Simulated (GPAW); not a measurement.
Consider SiO2 (I-42d).

```xyz
6
Lattice="-2.3740 2.3740 3.7440 2.3740 -2.3740 3.7440 2.3740 2.3740 -3.7440" Properties=species:S:1:pos:R:3 pbc="T T T"
Si    0.0000    2.3740    1.8720
Si    0.0000    0.0000    0.0000
O    -0.5858    3.5611    0.9360
O    -1.1870    1.7882    2.8080
O     0.5858    1.1870    0.9360
O     1.1870    2.9599    2.8080
```

Absorber: atom 1, with 4 O at 1.62 Å (tetrahedral, site symmetry -4). Method: GPAW, LDA, full core hole (charged cell), 12-atom cell with 5.0 Å between holes, 5×5×4 k points, dipole transitions, Gaussian full width 0.9 eV up to 4 eV, rising linearly to 3.5 eV at 25 eV.

Where do the maxima of the Si K edge fall?

Main maxima up to 24 eV above the zero (height): 2.4 eV (6.41), 6.2 eV (0.78) and 18.9 eV (1.07). A K edge sees empty p states on the absorber. The total-energy difference plus the lowest empty eigenvalue puts the zero at 1848.65 eV. One term is added: -14.86 eV, since the hole is spin-paired here and a spin-polarised one costs that much less in the free atom (computed apart). The photon energy is then 1833.79 eV. The tabulated edge of the element is 1839 eV. The functional and the charged cell's background leave an error in such absolute values: in the free atom LDA prices this hole 7.8 eV below PBE (computed apart), and PBE is itself good to a few eV.

The Si K spectrum (energy from the lowest empty level; intensity scaled to a mean of 1 over the first 20 eV; polarised curves are means over the symmetry-equivalent atoms):

| E (eV) | isotropic | ε ⊥ c | ε ∥ c |
| --- | --- | --- | --- |
| -2.0 | 0.00 | 0.00 | 0.00 |
| -1.0 | 0.00 | 0.00 | 0.00 |
| 0.0 | 0.01 | 0.01 | 0.01 |
| 1.0 | 0.16 | 0.21 | 0.06 |
| 2.0 | 4.35 | 4.71 | 3.61 |
| 3.0 | 3.33 | 3.24 | 3.51 |
| 4.0 | 0.37 | 0.39 | 0.33 |
| 5.0 | 0.61 | 0.52 | 0.79 |
| 6.0 | 0.77 | 0.72 | 0.86 |
| 7.0 | 0.69 | 0.65 | 0.76 |
| 8.0 | 0.72 | 0.61 | 0.95 |
| 9.0 | 0.77 | 0.68 | 0.95 |
| 10.0 | 0.63 | 0.59 | 0.72 |
| 11.0 | 0.51 | 0.49 | 0.55 |
| 12.0 | 0.51 | 0.51 | 0.49 |
| 13.0 | 0.58 | 0.60 | 0.53 |
| 14.0 | 0.70 | 0.75 | 0.58 |
| 15.0 | 0.81 | 0.87 | 0.68 |
| 16.0 | 0.86 | 0.91 | 0.77 |
| 17.0 | 0.92 | 0.98 | 0.82 |
| 18.0 | 1.02 | 1.07 | 0.92 |
| 19.0 | 1.07 | 1.08 | 1.04 |
| 20.0 | 1.02 | 0.99 | 1.08 |
| 21.0 | 0.93 | 0.88 | 1.03 |
| 22.0 | 0.82 | 0.78 | 0.90 |
| 23.0 | 0.67 | 0.65 | 0.70 |
| 24.0 | 0.51 | 0.50 | 0.52 |
| 25.0 | 0.40 | 0.40 | 0.39 |
| 26.0 | 0.34 | 0.36 | 0.31 |
| 27.0 | 0.33 | 0.35 | 0.28 |
| 28.0 | 0.33 | 0.34 | 0.29 |
| 29.0 | 0.33 | 0.33 | 0.34 |
| 30.0 | 0.33 | 0.31 | 0.38 |
| 31.0 | 0.33 | 0.30 | 0.40 |

The holes are only 5.0 Å apart, so the shape is probably not converged with cell size; no larger cell was run here. The mesh is coarse (0.25 Å⁻¹ between points), so small maxima may be mesh ripples. The structure is a published determination, not relaxed.

[Banner, clock and machine lines of the logs are left out without a mark of their own.]

[Logs are printed without paths, hosts, clocks, repeated set-up lines and the standing remarks that a program may print on its own settings, such as how far it seeks lower states.]

[Hosts, paths, dates, database ids (printed as entryN), source tags and the programs' standing remarks are cut or masked in the printed files.]

[Lists of maxima count a maximum above −3 eV only where it reaches 4 % of the highest in the window and stands out from its surroundings by 2 % of it (1.5 % where it reaches 55 %); shoulders and weaker maxima are passed over, and of the rest the first, up to two pre-edge ones and the few strongest are named.]
